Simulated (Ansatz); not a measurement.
**generalised stacking fault on (110) of a LiCl-LiBr solid solution (56 atoms): close-ups with forces and charges**

The cell holds 56 atoms: 28 Li, 10 Br and 18 Cl. Cell: a = 7.448 Å, b = 5.266 Å, c = 26.415 Å, α = 90.0°, β = 83.9°, γ = 90.0°. It derives from LiCl and LiBr. The starting structure: Rock-salt LiCl lattice (a = 5.2663 Å, the value set for the mixture), cell with z along [110], 2 x 1 x 7 periods; the third cell vector is tilted by 0.750 of 1/2[1-10] and lengthened by 0.2 Å, so the cell holds one fault; displaced by a Gaussian of 0.01 Å; 10 of 28 Cl sites given to Br at random (lattice constant by Vegard's rule between LiCl and LiBr).

Method: Kohn-Sham DFT, LDA, PAW (set soft_2), plane waves (Ansatz 0.2.0; cutoff 420 eV, k-mesh 2×3×1, fermi-dirac smearing of 0.05 eV), at the last frame of 86 fs of DFT dynamics near 337 K.

The whole cell was solved; only parts of it are printed.

The surroundings of Br16, which bears the longest force, nearest first, numbered as they follow in the input and with coordinates relative to it.

```tsv
atom	x	y	z	distance (Å)	bonds	Löwdin charge (e)	Fx	Fy	Fz (eV/Å)
Br16	0.00	0.00	0.00	0.00	5	-0.55	-0.46	0.44	-0.78
Li17	1.86	0.34	1.60	2.47	6	0.63	-0.03	0.01	0.28
Li29	-0.45	-2.52	0.29	2.58	5	0.64	0.20	-0.11	-0.01
Li3	-2.18	0.08	1.38	2.58	6	0.64	0.21	0.09	0.54
Li29	-0.45	2.74	0.29	2.79	5	0.64	0.20	-0.11	-0.01
Li15	-1.10	0.10	-3.04	3.23	5	0.66	-0.29	-0.03	0.31
Br44	1.48	-2.26	1.83	3.26	5	-0.54	0.45	-0.48	-0.19
Cl18	-0.35	0.46	3.44	3.48	6	-0.62	-0.19	-0.23	0.10
Li1	2.47	0.18	-2.52	3.53	5	0.66	-0.32	-0.03	-0.28
Br2	-3.70	0.23	-0.55	3.75	5	-0.54	0.15	-0.07	0.47
Br2	3.75	0.23	-0.55	3.79	5	-0.54	0.15	-0.07	0.47
Br56	-1.36	-2.60	-2.42	3.80	6	-0.52	0.28	0.00	0.24
Br44	1.48	3.01	1.83	3.82	5	-0.54	0.45	-0.48	-0.19
Br56	-1.36	2.67	-2.42	3.85	6	-0.52	0.28	0.00	0.24
Cl30	-2.25	2.62	1.77	3.88	6	-0.60	-0.01	0.43	-0.45
Cl30	-2.25	-2.65	1.77	3.90	6	-0.60	-0.01	0.43	-0.45
Cl42	2.41	-2.39	-2.40	4.16	5	-0.62	-0.55	-0.27	-0.67
Li31	-0.65	-2.08	3.63	4.24	6	0.65	0.09	-0.04	-0.16
Cl42	2.41	2.88	-2.40	4.46	5	-0.62	-0.55	-0.27	-0.67
Li43	-3.66	-2.44	-0.75	4.46	5	0.66	0.21	0.02	0.57
Cl14	0.73	0.09	-4.44	4.50	5	-0.60	-0.50	0.02	0.09
Li43	3.79	-2.44	-0.75	4.57	5	0.66	0.21	0.02	0.57
Li43	-3.66	2.83	-0.75	4.68	5	0.66	0.21	0.02	0.57
Li43	3.79	2.83	-0.75	4.78	5	0.66	0.21	0.02	0.57
Li55	0.42	-2.34	-4.21	4.83	6	0.66	0.49	-0.07	-0.08
Li31	-0.65	3.18	3.63	4.87	6	0.65	0.09	-0.04	-0.16
Cl4	3.59	0.11	3.45	4.98	6	-0.60	-0.29	0.38	-0.13
```

The column of bonds counts only the pairs Li-Cl within 3.06 Å, Li-Br within 3.30 Å; other neighbours, such as metal atoms beside each other in a compound, aren't counted, and periodic images can show an atom twice.

A closer look about Li33, whose charge lies farthest from its element's mean: 27 atoms, nearest first, numbered in the order of the input, with positions taken from that point.

```tsv
atom	x	y	z	distance (Å)	bonds	Löwdin charge (e)	Fx	Fy	Fz (eV/Å)
Li33	0.00	0.00	0.00	0.00	6	0.62	0.00	0.08	0.14
Br46	1.77	0.30	-1.74	2.50	6	-0.53	0.48	-0.56	0.13
Cl32	-1.93	0.30	-1.60	2.52	6	-0.60	0.26	-0.43	-0.28
Br34	-1.66	-0.13	1.92	2.54	6	-0.53	-0.06	0.39	0.18
Br20	0.14	-2.58	0.12	2.58	6	-0.53	-0.06	0.07	-0.01
Br20	0.14	2.69	0.12	2.70	6	-0.53	-0.06	0.07	-0.01
Br48	2.14	-0.04	1.95	2.89	6	-0.53	-0.01	0.27	0.09
Li5	-1.95	-2.29	-1.41	3.32	6	0.66	0.17	-0.16	-0.37
Li31	-0.17	0.34	-3.36	3.38	6	0.65	0.09	-0.04	-0.16
Li7	-1.76	2.53	1.75	3.54	6	0.64	-0.10	0.02	0.29
Li47	-3.57	-0.08	-0.06	3.57	6	0.65	-0.22	0.13	0.31
Li19	1.80	-2.49	-1.99	3.66	6	0.64	0.11	0.11	0.09
Li7	-1.76	-2.73	1.75	3.69	6	0.64	-0.10	0.02	0.29
Li5	-1.95	2.98	-1.41	3.83	6	0.66	0.17	-0.16	-0.37
Li35	0.47	-0.19	3.81	3.85	6	0.65	-0.47	0.05	0.12
Li19	1.80	2.78	-1.99	3.86	6	0.64	0.11	0.11	0.09
Li47	3.88	-0.08	-0.06	3.88	6	0.65	-0.22	0.13	0.31
Li21	2.27	-2.59	2.26	4.12	6	0.65	-0.04	-0.10	0.00
Li21	2.27	2.68	2.26	4.18	6	0.65	-0.04	-0.10	0.00
Cl18	0.13	-2.39	-3.56	4.29	6	-0.62	-0.19	-0.23	0.10
Cl6	-3.66	-2.43	0.13	4.40	6	-0.61	0.02	-0.26	0.04
Cl6	3.79	-2.43	0.13	4.50	6	-0.61	0.02	-0.26	0.04
Cl18	0.13	2.88	-3.56	4.58	6	-0.62	-0.19	-0.23	0.10
Cl6	-3.66	2.83	0.13	4.63	6	-0.61	0.02	-0.26	0.04
Cl6	3.79	2.83	0.13	4.73	6	-0.61	0.02	-0.26	0.04
Cl22	0.32	2.59	3.97	4.75	6	-0.61	0.45	0.14	-0.33
Cl22	0.32	-2.68	3.97	4.80	6	-0.61	0.45	0.14	-0.33
```

The column of bonds counts only the pairs Li-Cl within 3.06 Å, Li-Br within 3.30 Å; other neighbours, such as metal atoms beside each other in a compound, aren't counted, and periodic images can show an atom twice.

The surroundings of Cl50, picked at random, nearest first, numbered as they follow in the input and with coordinates relative to it.

```tsv
atom	x	y	z	distance (Å)	bonds	Löwdin charge (e)	Fx	Fy	Fz (eV/Å)
Cl50	0.00	0.00	0.00	0.00	6	-0.60	0.44	-0.52	0.42
Li35	-1.58	-0.38	-1.72	2.37	6	0.65	-0.47	0.05	0.12
Li49	1.82	-0.06	-1.69	2.48	6	0.65	0.33	0.00	0.13
Li37	-1.62	-0.24	1.91	2.51	6	0.66	-0.40	0.06	-0.14
Li23	0.00	-2.52	0.18	2.53	6	0.68	0.08	-0.26	-0.12
Li51	2.03	-0.26	1.77	2.70	6	0.67	0.37	0.05	-0.07
Li23	0.00	2.74	0.18	2.75	6	0.68	0.08	-0.26	-0.12
Cl22	-1.74	2.40	-1.57	3.35	6	-0.61	0.45	0.14	-0.33
Cl24	-1.59	2.37	1.99	3.48	6	-0.60	0.14	0.08	0.13
Cl36	-3.48	-0.34	0.04	3.50	6	-0.61	-0.06	0.07	0.14
Br48	0.08	-0.22	-3.58	3.59	6	-0.53	-0.01	0.27	0.09
Cl8	2.18	2.43	-1.51	3.60	6	-0.60	-0.59	-0.05	-0.54
Cl10	2.32	2.10	1.82	3.62	5	-0.61	-0.43	0.49	0.17
Cl22	-1.74	-2.86	-1.57	3.70	6	-0.61	0.45	0.14	-0.33
Cl24	-1.59	-2.89	1.99	3.85	6	-0.60	0.14	0.08	0.13
Br52	0.18	-0.40	3.85	3.87	6	-0.53	-0.33	0.60	-0.47
Cl8	2.18	-2.83	-1.51	3.88	6	-0.60	-0.59	-0.05	-0.54
Cl36	3.97	-0.34	0.04	3.98	6	-0.61	-0.06	0.07	0.14
Li9	-3.43	2.26	0.05	4.11	6	0.66	-0.13	0.01	0.12
Li21	0.22	2.50	-3.27	4.12	6	0.65	-0.04	-0.10	0.00
Li21	0.22	-2.77	-3.27	4.30	6	0.65	-0.04	-0.10	0.00
Cl10	2.32	-3.17	1.82	4.33	5	-0.61	-0.43	0.49	0.17
Li9	-3.43	-3.01	0.05	4.57	6	0.66	-0.13	0.01	0.12
Li9	4.02	2.26	0.05	4.61	6	0.66	-0.13	0.01	0.12
Li25	0.11	2.42	4.07	4.73	5	0.66	0.05	-0.24	-0.41
Li25	0.11	-2.85	4.07	4.97	5	0.66	0.05	-0.24	-0.41
Li9	4.02	-3.01	0.05	5.02	6	0.66	-0.13	0.01	0.12
Cl38	-3.59	-0.31	3.61	5.10	5	-0.61	0.35	0.05	0.29
Br34	-3.71	-0.32	-3.61	5.19	6	-0.53	-0.06	0.39	0.18
Br34	3.74	-0.32	-3.61	5.21	6	-0.53	-0.06	0.39	0.18
Cl50	0.00	-5.27	0.00	5.27	6	-0.60	0.44	-0.52	0.42
Cl50	0.00	5.27	0.00	5.27	6	-0.60	0.44	-0.52	0.42
Cl38	3.86	-0.31	3.61	5.29	5	-0.61	0.35	0.05	0.29
Li35	-1.58	4.89	-1.72	5.42	6	0.65	-0.47	0.05	0.12
Li37	-1.62	5.03	1.91	5.61	6	0.66	-0.40	0.06	-0.14
Li11	-3.54	2.53	3.60	5.65	6	0.67	-0.05	-0.05	-0.18
Li51	2.03	5.01	1.77	5.68	6	0.67	0.37	0.05	-0.07
Li51	-5.42	-0.26	1.77	5.70	6	0.67	0.37	0.05	-0.07
Li11	-3.54	-2.74	3.60	5.75	6	0.67	-0.05	-0.05	-0.18
Li7	3.63	2.35	-3.79	5.75	6	0.64	-0.10	0.02	0.29
Li49	1.82	5.21	-1.69	5.77	6	0.65	0.33	0.00	0.13
Li39	-1.81	-0.20	5.53	5.83	6	0.65	-0.46	-0.10	-0.19
Cl10	-5.12	2.10	1.82	5.83	5	-0.61	-0.43	0.49	0.17
Li7	-3.82	2.35	-3.79	5.87	6	0.64	-0.10	0.02	0.29
Li49	1.82	-5.32	-1.69	5.87	6	0.65	0.33	0.00	0.13
Li49	-5.63	-0.06	-1.69	5.88	6	0.65	0.33	0.00	0.13
```

The column of bonds counts only the pairs Li-Cl within 3.06 Å, Li-Br within 3.30 Å; other neighbours, such as metal atoms beside each other in a compound, aren't counted, and periodic images can show an atom twice.

Length of the force by element:

```tsv
element	coordination	atoms	mean length of the force (eV/Å)	spread	least	most
Br	all	10	0.581	0.277	0.0881	1.01
Cl	all	18	0.561	0.258	0.138	0.987
Li	all	28	0.371	0.182	0.0778	0.860
```

Löwdin charges by element (they lack the spilled electrons, 0.037 e an atom on average):

```tsv
element	coordination	atoms	mean charge (e)	spread	least	most
Br	all	10	-0.530	0.009	-0.545	-0.515
Cl	all	18	-0.607	0.0083	-0.625	-0.596
Li	all	28	0.654	0.0137	0.617	0.684
```

The cell is under 6 Å thick along one periodic direction, so every atom has periodic images of itself close by, which move with it and show among its neighbours and in g(r). The Löwdin charges lack the electrons that the projection spills, 0.037 e an atom on average.

[Logs are printed without paths, hosts, clocks, repeated set-up lines and the standing remarks that a program may print on its own settings, such as how far it seeks lower states.]

[Hosts, paths, dates, database ids (printed as entryN), source tags and the programs' standing remarks are cut or masked in the printed files.]
